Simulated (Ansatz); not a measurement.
## Ni wire along [100], 13 atoms a period: bands along the axis

What gap, if any, does the Ni wire along [100], 13 atoms a period have, and how many channels would it open?

Method: DFT PBE, plane waves, PAW; relaxation of a wire's period; PAW set soft_1, in the first sound run; inputs show where later runs differ, in Ansatz 0.2.0.

### 1. The structure

The cell holds 13 atoms: 13 Ni. Its edges and angles: a = 13.840 Å, b = 13.840 Å, c = 3.520 Å, α = 90.0°, β = 90.0°, γ = 90.0°. Vacuum lies along a and b. The structure's axis is c.

Coordinates:

```cif
data_structure
_symmetry_space_group_name_H-M 'P 1'
_symmetry_Int_Tables_number 1
_cell_length_a 13.8400
_cell_length_b 13.8400
_cell_length_c 3.5200
_cell_angle_alpha 90.000
_cell_angle_beta 90.000
_cell_angle_gamma 90.000
_cell_volume 674.24
loop_
_atom_site_label
_atom_site_type_symbol
_atom_site_fract_x
_atom_site_fract_y
_atom_site_fract_z
_atom_site_occupancy
Ni1 Ni 0.24566 0.50000 0.00000 1
Ni2 Ni 0.37283 0.37283 0.00000 1
Ni3 Ni 0.37283 0.62717 0.00000 1
Ni4 Ni 0.50000 0.24566 0.00000 1
Ni5 Ni 0.50000 0.50000 0.00000 1
Ni6 Ni 0.50000 0.75434 0.00000 1
Ni7 Ni 0.62717 0.37283 0.00000 1
Ni8 Ni 0.62717 0.62717 0.00000 1
Ni9 Ni 0.75434 0.50000 0.00000 1
Ni10 Ni 0.37283 0.50000 0.50000 1
Ni11 Ni 0.50000 0.37283 0.50000 1
Ni12 Ni 0.50000 0.62717 0.50000 1
Ni13 Ni 0.62717 0.50000 0.50000 1
```

### 2. Relaxation of atoms and period

Band widths follow the bond lengths, so the wire is relaxed first. The atoms and the third cell vector are free; the box across stays fixed as vacuum. Moments are seeded so that a magnetic state can form if it lies lower. A Fermi-Dirac smearing is set since the result may be a metal. The pressure printed is a third of the stress's trace over the whole box, vacuum included; only the stress along the axis is relaxed.

Input file input.yaml:

```yaml
crystal:
  lattice:
    - [13.84, 0.0, 0.0]
    - [0.0, 13.84, 0.0]
    - [0.0, 0.0, 3.52]
  atoms:
    - { symbol: Ni, position: [0.24566474, 0.5, 0.0], spin: 0.8 }
    - { symbol: Ni, position: [0.37283237, 0.37283237, 0.0], spin: 0.8 }
    - { symbol: Ni, position: [0.37283237, 0.62716763, 0.0], spin: 0.8 }
    - { symbol: Ni, position: [0.5, 0.24566474, 0.0], spin: 0.8 }
    - { symbol: Ni, position: [0.5, 0.5, 0.0], spin: 0.8 }
    - { symbol: Ni, position: [0.5, 0.75433526, 0.0], spin: 0.8 }
    - { symbol: Ni, position: [0.62716763, 0.37283237, 0.0], spin: 0.8 }
    - { symbol: Ni, position: [0.62716763, 0.62716763, 0.0], spin: 0.8 }
    - { symbol: Ni, position: [0.75433526, 0.5, 0.0], spin: 0.8 }
    - { symbol: Ni, position: [0.37283237, 0.5, 0.5], spin: 0.8 }
    - { symbol: Ni, position: [0.5, 0.37283237, 0.5], spin: 0.8 }
    - { symbol: Ni, position: [0.5, 0.62716763, 0.5], spin: 0.8 }
    - { symbol: Ni, position: [0.62716763, 0.5, 0.5], spin: 0.8 }
magnetization:
  spin_polarized: true
kpoints:
  mp_grid: { grid: [1, 1, 23] }
scf:
  occupations: { method: fermi_dirac, width: 0.05 }
hamiltonian:
  xc: pbe
  pseudopotentials: { kind: paw, azcp: { folder: soft_1 } }
relax:
  cell: { fix: [a, b, alpha, beta, gamma] }
  max_steps: 45
  f_tol: 0.03
```

Command:

```console
> ansatz run input.yaml --threads 4 --pin off --max-ram 16384MiB --backend cpu --events-out ev --progress --plain --runs-dir out
```

Numbers of over 12 decimals in the logs are rounded to 6 here.

The program printed:

```text
Engine: ansatz 0.2.0, aarch64-unknown-linux-gnu
Pseudopotentials: kind: paw
Pseudopotential: Ni, paw, valence charge 18, recommended cutoff 420 eV (normal), soft_1/Ni.paw.azcp
Functional definition: PBE
  parameter kappa = 0.804
  parameter beta = 0.066725
  exchange = pbe_x(kappa = kappa, mu = beta*pi^2/3)
  correlation = pbe_c(beta = beta)
Crystal: 13 atoms, lattice volume = 674.241 Å³
Basis set: ecut = 420 eV, 13071 PW (Γ), exchange–correlation on 192×192×48 points (8 copies of the dense FFT grid, shifted against one another)
Bands: 147, of which v1, the nominal top of the filled ones, is band 117 counted from 1 (116 counted from 0)
Symmetry: 16 space group operations
Space group: P4/mmm (ITA 123), of the structure as read, at distance tolerance 8.8e-5 Å
Magnetic group: BNS 123.339 (UNI 999), of the structure as read, at distance tolerance 8.8e-5 Å
k-points: 12 of 23
Non-local potential: Ni, projectors of the file, l = 0: 3, l = 1: 2, l = 2: 3, l = 3: 1
PAW form: soft (Blöchl's): semilocal exchange-correlation on the pseudo side does not see the compensation charge
PAW one-centre angular grid: Ni, 590 points (default); XC on 64 Gauss nodes
Initial density: superposition of atomic densities (neutral atoms: chi_scale 0, normalization atom)
Starting moments: Σ|m| = 10.4 μB on 13 of 13 sites
Initial wavefunctions: pseudopotential atomic-orbital guess
Functional: x = pbe(κ = 0.804, μ = 0.219515), c = pbe(β = 0.066725)
SCF iter   1: F=—  HF=-75890.912890 eV  |F-HF|=—  |Δ(HF+E_count)|=         —  Δρ=2.29e-2 (↑2.29e-2 ↓1.62e-2)  dr2=2.89e1  dr2_m=8.40e-1  M=10.779 μB ∫|m|=11.307 μB  β_m=0.30  ethr=3.10e-3  ⟨swp⟩=8.9  Hψ=17363  notcnv=0  defer=151
Mixer restart at iter 1: flushing history
preconditioner: auto → LDOS  [metal: Δε(μ)=0.011 eV  Ē_g=5.827 eV  σ=0.050 eV  W_gap=0.06  n_scr=138 (ndim 8)  ℏωp=16.3 eV  f_vac=0.647  D(μ)=35.10/eV (n_scr^D=338)]
spin=Collinear: LDOS preconditioning applied to the charge; magnetization (m = ρ↑ − ρ↓) channel mixes plain (no charge-response kernel on spin).
SCF iter   2: F=—  HF=-75892.672134 eV  |F-HF|=—  |Δ(HF+E_count)|=    1.76e0  Δρ=1.75e-2 (↑1.75e-2 ↓1.03e-2)  dr2=7.33e0  dr2_m=5.05e-1  M=10.905 μB ∫|m|=11.554 μB  β_m=0.41  ethr=3.10e-3  ⟨swp⟩=2.2  Hψ=5896  notcnv=0  defer=378
SCF iter   3: F=—  HF=-75899.873951 eV  |F-HF|=—  |Δ(HF+E_count)|=    7.20e0  Δρ=9.14e-3 (↑4.27e-3 ↓9.14e-3)  dr2=3.60e-1  dr2_m=1.77e-1  M=11.139 μB ∫|m|=11.985 μB  β_m=0.42  ethr=3.10e-3  ⟨swp⟩=2.5  Hψ=5792  notcnv=0  defer=382
SCF iter   4: F=—  HF=-75901.289892 eV  |F-HF|=—  |Δ(HF+E_count)|=    1.42e0  Δρ=4.25e-3 (↑4.25e-3 ↓3.05e-3)  dr2=2.07e-1  dr2_m=3.98e-2  M=10.898 μB ∫|m|=11.902 μB  β_m=0.64  ethr=1.54e-4  ⟨swp⟩=2.9  Hψ=5588  notcnv=0  defer=366
SCF iter   5: F=—  HF=-75902.444457 eV  |F-HF|=—  |Δ(HF+E_count)|=         —  Δρ=3.25e-3 (↑2.57e-3 ↓3.25e-3)  dr2=1.30e-1  dr2_m=9.08e-3  M=10.589 μB ∫|m|=11.765 μB  β_m=0.64  ethr=8.86e-5  ⟨swp⟩=2.8  Hψ=7105  notcnv=0  defer=363
SCF iter   6: F=—  HF=-75902.527454 eV  |F-HF|=—  |Δ(HF+E_count)|=   8.30e-2  Δρ=3.41e-3 (↑1.47e-3 ↓3.41e-3)  dr2=8.38e-2  dr2_m=1.15e-2  M=10.423 μB ∫|m|=11.628 μB  β_m=0.58  ethr=5.55e-5  ⟨swp⟩=2.2  Hψ=5887  notcnv=0  defer=380
SCF iter   7: F=—  HF=-75902.536973 eV  |F-HF|=—  |Δ(HF+E_count)|=   9.52e-3  Δρ=1.26e-3 (↑9.16e-4 ↓1.26e-3)  dr2=1.04e-2  dr2_m=4.39e-3  M=10.435 μB ∫|m|=11.647 μB  β_m=0.79  ethr=3.58e-5  ⟨swp⟩=2.0  Hψ=5315  notcnv=0  defer=380
SCF iter   8: F=—  HF=-75902.546669 eV  |F-HF|=—  |Δ(HF+E_count)|=   9.70e-3  Δρ=5.46e-4 (↑2.86e-4 ↓5.46e-4)  dr2=2.61e-3  dr2_m=2.13e-4  M=10.411 μB ∫|m|=11.624 μB  β_m=0.73  ethr=4.45e-6  ⟨swp⟩=2.0  Hψ=6625  notcnv=0  defer=380
SCF iter   9: F=—  HF=-75902.546263 eV  |F-HF|=—  |Δ(HF+E_count)|=   4.06e-4  Δρ=1.83e-4 (↑7.36e-5 ↓1.83e-4)  dr2=2.02e-4  dr2_m=5.27e-5  M=10.407 μB ∫|m|=11.623 μB  β_m=0.74  ethr=1.12e-6  ⟨swp⟩=2.0  Hψ=6528  notcnv=0  defer=380
SCF iter  10: F=—  HF=-75902.546261 eV  |F-HF|=—  |Δ(HF+E_count)|=   2.01e-6  Δρ=5.39e-5 (↑3.07e-5 ↓5.39e-5)  dr2=3.65e-5  dr2_m=3.55e-6  M=10.409 μB ∫|m|=11.625 μB  β_m=0.76  ethr=8.63e-8  ⟨swp⟩=2.0  Hψ=5054  notcnv=0  defer=380
SCF iter  11: F=—  HF=-75902.546262 eV  |F-HF|=—  |Δ(HF+E_count)|=   1.43e-6  Δρ=2.76e-5 (↑1.32e-5 ↓2.76e-5)  dr2=5.82e-6  dr2_m=9.14e-7  M=10.409 μB ∫|m|=11.625 μB  β_m=0.88  ethr=1.56e-8  ⟨swp⟩=2.0  Hψ=4550  notcnv=0  defer=380
SCF iter  12: F=—  HF=-75902.546263 eV  |F-HF|=—  |Δ(HF+E_count)|=   3.82e-7  Δρ=1.62e-5 (↑6.30e-6 ↓1.62e-5)  dr2=2.72e-6  dr2_m=2.88e-7  M=10.409 μB ∫|m|=11.626 μB  β_m=0.76  ethr=2.49e-9  ⟨swp⟩=2.0  Hψ=5128  notcnv=0  defer=380
SCF iter  13: F=—  HF=-75902.546263 eV  |F-HF|=—  |Δ(HF+E_count)|=   4.80e-7  Δρ=1.03e-5 (↑7.98e-6 ↓1.03e-5)  dr2=1.24e-6  dr2_m=2.55e-8  M=10.409 μB ∫|m|=11.626 μB  β_m=0.58  ethr=1.16e-9  ⟨swp⟩=2.0  Hψ=5049  notcnv=0  defer=380
SCF iter  14: F=—  HF=-75902.546263 eV  |F-HF|=—  |Δ(HF+E_count)|=   2.76e-7  Δρ=3.43e-6 (↑1.63e-6 ↓3.43e-6)  dr2=5.60e-8  dr2_m=2.26e-8  M=10.409 μB ∫|m|=11.626 μB  β_m=0.79  ethr=5.28e-10  ⟨swp⟩=2.0  Hψ=5088  notcnv=0  defer=380
SCF iter  15: F=-75902.546263 eV  HF=-75902.546263 eV  |F-HF|=7.16e-8  |Δ(HF+E_count)|=   4.64e-8  Δρ=2.97e-6 (↑1.79e-6 ↓2.97e-6)  dr2=8.56e-8  dr2_m=5.52e-9  M=10.409 μB ∫|m|=11.626 μB  ethr=2.39e-11  ⟨swp⟩=2.9  Hψ=13784  notcnv=0
SCF 1 converged in 15 iterations: F = -75902.546263 eV  dr2 = 8.56e-8
  greatest PAW one-centre occupation: 1.001 electrons in one spin orbital (limit 2), on the Ni atom at site 5 (counted from 0), in its partial waves of l = 1
relax step   1: F+E_penalty+E_count = -75902.54626289 eV  Δ(F+E_penalty+E_count) = +0.000e0 eV  max|allowed force component| = 1.432e0 eV/Å  Δτ_max = 0.0000 Å  P = -2.780 GPa  Ω = 674.241 Å³  fix = [a, b, alpha, beta, gamma]  reactions: a -2.515, b -2.515 GPa  (15 SCF iters, dr2 threshold 1.00e-7 eV, accepted)
Crystal: 13 atoms, lattice volume = 659.617 Å³
Basis set: ecut = 420 eV, 12911 PW (Γ), exchange–correlation on 192×192×48 points (8 copies of the dense FFT grid, shifted against one another)
Initial density: handed on by an earlier stage of this run
Starting moments: Σ|m| = 10.4 μB on 13 of 13 sites; this step starts from the density that it was given
Initial wavefunctions: those handed on with the density
iter 1 solved again at ethr=1.75e-4 eV; its pass at ethr=3.10e-3 eV (dr2=4.09e-1 eV) is discarded
SCF iter   1: F=—  HF=-75903.302018 eV  |F-HF|=—  |Δ(HF+E_count)|=         —  Δρ=5.30e-3 (↑4.21e-3 ↓5.30e-3)  dr2=4.21e-1  dr2_m=4.69e-2  M=10.315 μB ∫|m|=11.461 μB  β_m=0.30  ethr=1.75e-4  ⟨swp⟩=3.6  Hψ=18202  notcnv=0
[...]
Initial wavefunctions: pseudopotential atomic-orbital guess (no wavefunctions were taken with the density)
iter 1 solved again at ethr=5.69e-6 eV; its pass at ethr=3.10e-3 eV (dr2=1.33e-2 eV) is discarded
SCF iter   1: F=—  HF=-75903.498930 eV  |F-HF|=—  |Δ(HF+E_count)|=         —  Δρ=2.12e-4 (↑9.21e-5 ↓2.12e-4)  dr2=3.80e-4  dr2_m=2.75e-5  M=10.166 μB ∫|m|=11.208 μB  β_m=0.65  ethr=5.69e-6  ⟨swp⟩=3.9  Hψ=25026  notcnv=0
preconditioner: auto → LDOS  [metal: Δε(μ)=0.005 eV  Ē_g=5.637 eV  σ=0.050 eV  W_gap=0.02  n_scr=36 (ndim 8)  ℏωp=16.8 eV  f_vac=0.678  D(μ)=24.30/eV (n_scr^D=198)]
spin=Collinear: LDOS preconditioning applied to the charge; magnetization (m = ρ↑ − ρ↓) channel mixes plain (no charge-response kernel on spin).
SCF iter   2: F=—  HF=-75903.499146 eV  |F-HF|=—  |Δ(HF+E_count)|=   2.17e-4  Δρ=6.83e-5 (↑6.83e-5 ↓6.51e-5)  dr2=2.13e-4  dr2_m=2.78e-7  M=10.161 μB ∫|m|=11.203 μB  β_m=0.58  ethr=1.63e-7  ⟨swp⟩=2.0  Hψ=5447  notcnv=0
SCF iter   3: F=—  HF=-75903.499133 eV  |F-HF|=—  |Δ(HF+E_count)|=   1.38e-5  Δρ=5.68e-5 (↑5.68e-5 ↓2.45e-5)  dr2=2.30e-5  dr2_m=5.73e-6  M=10.155 μB ∫|m|=11.199 μB  β_m=0.64  ethr=9.08e-8  ⟨swp⟩=1.8  Hψ=3555  notcnv=0
SCF iter   4: F=—  HF=-75903.499146 eV  |F-HF|=—  |Δ(HF+E_count)|=   1.34e-5  Δρ=2.87e-5 (↑2.24e-5 ↓2.87e-5)  dr2=1.47e-5  dr2_m=1.66e-6  M=10.154 μB ∫|m|=11.197 μB  β_m=0.62  ethr=9.82e-9  ⟨swp⟩=2.0  Hψ=6364  notcnv=0
SCF iter   5: F=—  HF=-75903.499149 eV  |F-HF|=—  |Δ(HF+E_count)|=   2.92e-6  Δρ=2.21e-5 (↑2.21e-5 ↓1.51e-5)  dr2=4.81e-6  dr2_m=1.85e-7  M=10.153 μB ∫|m|=11.196 μB  β_m=0.54  ethr=6.26e-9  ⟨swp⟩=2.0  Hψ=6362  notcnv=0
SCF iter   6: F=—  HF=-75903.499148 eV  |F-HF|=—  |Δ(HF+E_count)|=   8.81e-7  Δρ=5.88e-6 (↑4.01e-6 ↓5.88e-6)  dr2=2.71e-7  dr2_m=2.95e-8  M=10.152 μB ∫|m|=11.195 μB  β_m=0.50  ethr=2.06e-9  ⟨swp⟩=2.6  Hψ=5746  notcnv=0
SCF iter   7: F=—  HF=-75903.499148 eV  |F-HF|=—  |Δ(HF+E_count)|=   9.37e-9  Δρ=1.56e-6 (↑1.56e-6 ↓1.46e-6)  dr2=9.81e-9  dr2_m=8.64e-9  M=10.152 μB ∫|m|=11.195 μB  β_m=0.67  ethr=1.16e-10  ⟨swp⟩=3.1  Hψ=6117  notcnv=0
SCF iter   8: F=—  HF=-75903.499148 eV  |F-HF|=—  |Δ(HF+E_count)|=   4.42e-7  Δρ=6.96e-7 (↑6.96e-7 ↓6.14e-7)  dr2=3.63e-9  dr2_m=1.82e-9  M=10.152 μB ∫|m|=11.195 μB  β_m=0.83  ethr=4.19e-12  ⟨swp⟩=3.3  Hψ=6726  notcnv=0
SCF iter   9: F=—  HF=-75903.499148 eV  |F-HF|=—  |Δ(HF+E_count)|=   4.38e-9  Δρ=2.95e-7 (↑2.95e-7 ↓2.87e-7)  dr2=1.50e-9  dr2_m=6.44e-11  M=10.152 μB ∫|m|=11.195 μB  β_m=0.77  ethr=1.55e-12  ⟨swp⟩=2.4  Hψ=6500  notcnv=0
SCF iter  10: F=—  HF=-75903.499148 eV  |F-HF|=—  |Δ(HF+E_count)|=  5.82e-11  Δρ=2.39e-7 (↑1.14e-7 ↓2.39e-7)  dr2=3.75e-10  dr2_m=5.55e-11  M=10.152 μB ∫|m|=11.195 μB  β_m=0.73  ethr=1.00e-12  ⟨swp⟩=2.0  Hψ=6360  notcnv=0
SCF iter  11: F=—  HF=-75903.499148 eV  |F-HF|=—  |Δ(HF+E_count)|=  4.37e-11  Δρ=4.64e-8 (↑2.62e-8 ↓4.64e-8)  dr2=8.84e-12  dr2_m=5.16e-12  M=10.152 μB ∫|m|=11.195 μB  β_m=0.86  ethr=1.00e-12  ⟨swp⟩=1.6  Hψ=3693  notcnv=0
SCF iter  12: F=-75903.499148 eV  HF=-75903.499148 eV  |F-HF|=0.00e0  |Δ(HF+E_count)|=  7.28e-11  Δρ=6.13e-8 (↑2.19e-8 ↓6.13e-8)  dr2=3.20e-11  dr2_m=3.69e-12  M=10.152 μB ∫|m|=11.195 μB  ethr=1.00e-12  ⟨swp⟩=3.3  Hψ=11789  notcnv=0
SCF 7 converged in 12 iterations: F = -75903.499148 eV  dr2 = 3.20e-11
relax step   7: F+E_penalty+E_count = -75903.49914767 eV  Δ(F+E_penalty+E_count) = +8.208e-3 eV  max|allowed force component| = 4.165e-3 eV/Å  Δτ_max = 0.0000 Å  P = +0.001 GPa  Ω = 633.058 Å³  fix = [a, b, alpha, beta, gamma]  reactions: a +0.000, b +0.000 GPa  stress off target by 1.72e-3 GPa on what of the cell is left free  SCF on the basis re-selected at this cell (its energy is not comparable with the rows above)  (12 SCF iters)
basis re-selected at this cell: Δ(F+E_penalty+E_count) = +8.208e-3 eV, ΔP = +0.010 GPa vs the last step (what re-selecting the basis moved, of the pressure what is left beyond the Pulay correction that the steps carried, after the strain that the cell walked since its last selection, with what the two solves' SCF thresholds leave and, on support functions, any second-order correction that the steps lacked; it is no m [...]
SCF converged after 12 iterations
Magnetization: 10.1523 μB (122.0762 up, 111.9238 down)
Absolute magnetization: 11.2065 μB (∫|ρ↑−ρ↓|, with the PAW one-centre terms)
Spin contamination: 0.1190 ħ² per cell (⟨S²⟩ above its minimum at these occupations)
Per-site moments (μB) at R_I (Å): [(0.798973, 0.949541), (0.844726, 0.991239), (0.844726, 0.991239), (0.798973, 0.949541), (0.766775, 1.008794), (0.798973, 0.949541), (0.844726, 0.991239), (0.844726, 0.991239), (0.798973, 0.949541), (0.699558, 0.949541), (0.699558, 0.949541), (0.699558, 0.949541), (0.699558, 0.949541)]
Free energy (F): -75903.499148 eV
Harris-Foulkes:  -75903.499148 eV  (|F-HF|=0.00e0)
Internal energy: -75903.298806 eV  (E = F + TS)
E sigma→0 (E₀):  -75903.398977 eV
Entropy (-TS):   -0.200341 eV (-15.411 meV/atom)
Fermi energy:    0.914760 eV
--- Per-component energies (eV) ---
  E_band       = -7675.720571
  E_kinetic    = 4403.033638
  E_local      = -225913.207882  (includes V_loc(G=0)·N_el)
  E_nonlocal   = -1491.842371
  E_hartree    = 112526.026848
  E_xc         = -1446.834755
  E_vxc        = -1864.721096  (∫ρ·V_xc dr)
  E_paw        = -21578.183774  (= ΣΔE_a)
  E_vpaw       = -7861.049667  (= ΣTr[D̂ρ^β])
  E_aug_tail   = 0.012242  (compensation charges beyond the density's cutoff)
  E_ewald      = 57597.697247
  E_smearing   = -0.200341  (= −TS)
  E_closure    = 0.000000  (closes the sum)
  Σ components = -75903.499148   (vs F -75903.499148, Δ=0.00e0)
--- Forces (eV/Å), atoms counted from 1 ---
  atom   1  Ni    -0.00394072     0.00000000     0.00000000
  atom   2  Ni    -0.00215756    -0.00215756    -0.00000000
  atom   3  Ni    -0.00215756     0.00215756    -0.00000000
  atom   4  Ni     0.00000000    -0.00394072     0.00000000
  atom   5  Ni     0.00000000    -0.00000000    -0.00000000
  atom   6  Ni    -0.00000000     0.00394072    -0.00000000
  atom   7  Ni     0.00215756    -0.00215756     0.00000000
  atom   8  Ni     0.00215756     0.00215756     0.00000000
  atom   9  Ni     0.00394072     0.00000000    -0.00000000
  atom  10  Ni    -0.00416542     0.00000000     0.00000000
  atom  11  Ni     0.00000000    -0.00416542     0.00000000
  atom  12  Ni    -0.00000000     0.00416542    -0.00000000
  atom  13  Ni     0.00416542     0.00000000    -0.00000000
  max |Σ_I F_I| component: 3.86e-27 eV/Å
--- Stress (GPa, compression-positive) ---
        0.000391       0.000000       0.000000
        0.000000       0.000391      -0.000000
        0.000000      -0.000000       0.001716
  P = ⅓ Tr σ = 0.0008 GPa (0.008 kbar)
--- Relaxed structure (6 steps of the walk, 6 accepted, 1 SCFs on fresh bases) ---
  F+E_penalty+E_count = -75903.49914767 eV   max|allowed force component| = 4.165e-3 eV/Å   (the final SCF, on the basis selected at the relaxed cell)
  cell:  # Å, volume = 633.0576 Å³
    - [13.84, 0.0, 0.0]
    - [0.0, 13.84, 0.0]
    - [0.0, 0.0, 3.304997]
  atoms:
    - { symbol: Ni, position: [0.253952, 0.5, 0.0] }
    - { symbol: Ni, position: [0.374017, 0.374017, 0.0] }
    - { symbol: Ni, position: [0.374017, 0.625983, 0.0] }
    - { symbol: Ni, position: [0.5, 0.253952, 0.0] }
    - { symbol: Ni, position: [0.5, 0.5, 0.0] }
    - { symbol: Ni, position: [0.5, 0.746048, 0.0] }
    - { symbol: Ni, position: [0.625983, 0.374017, 0.0] }
    - { symbol: Ni, position: [0.625983, 0.625983, 0.0] }
    - { symbol: Ni, position: [0.746048, 0.5, 0.0] }
    - { symbol: Ni, position: [0.369741, 0.5, 0.500000] }
    - { symbol: Ni, position: [0.5, 0.369741, 0.500000] }
    - { symbol: Ni, position: [0.5, 0.630259, 0.500000] }
    - { symbol: Ni, position: [0.630259, 0.5, 0.500000] }
```

The job ended after 8.9 min (4 threads of Arm Neoverse V1, shared host; peak memory 3 GiB; 35 min of CPU time).

[end of part 1 of 2]

[Logs are printed without paths, hosts, clocks, repeated set-up lines and the standing remarks that a program may print on its own settings, such as how far it seeks lower states.]

[Hosts, paths, dates, database ids (printed as entryN), source tags and the programs' standing remarks are cut or masked in the printed files.]
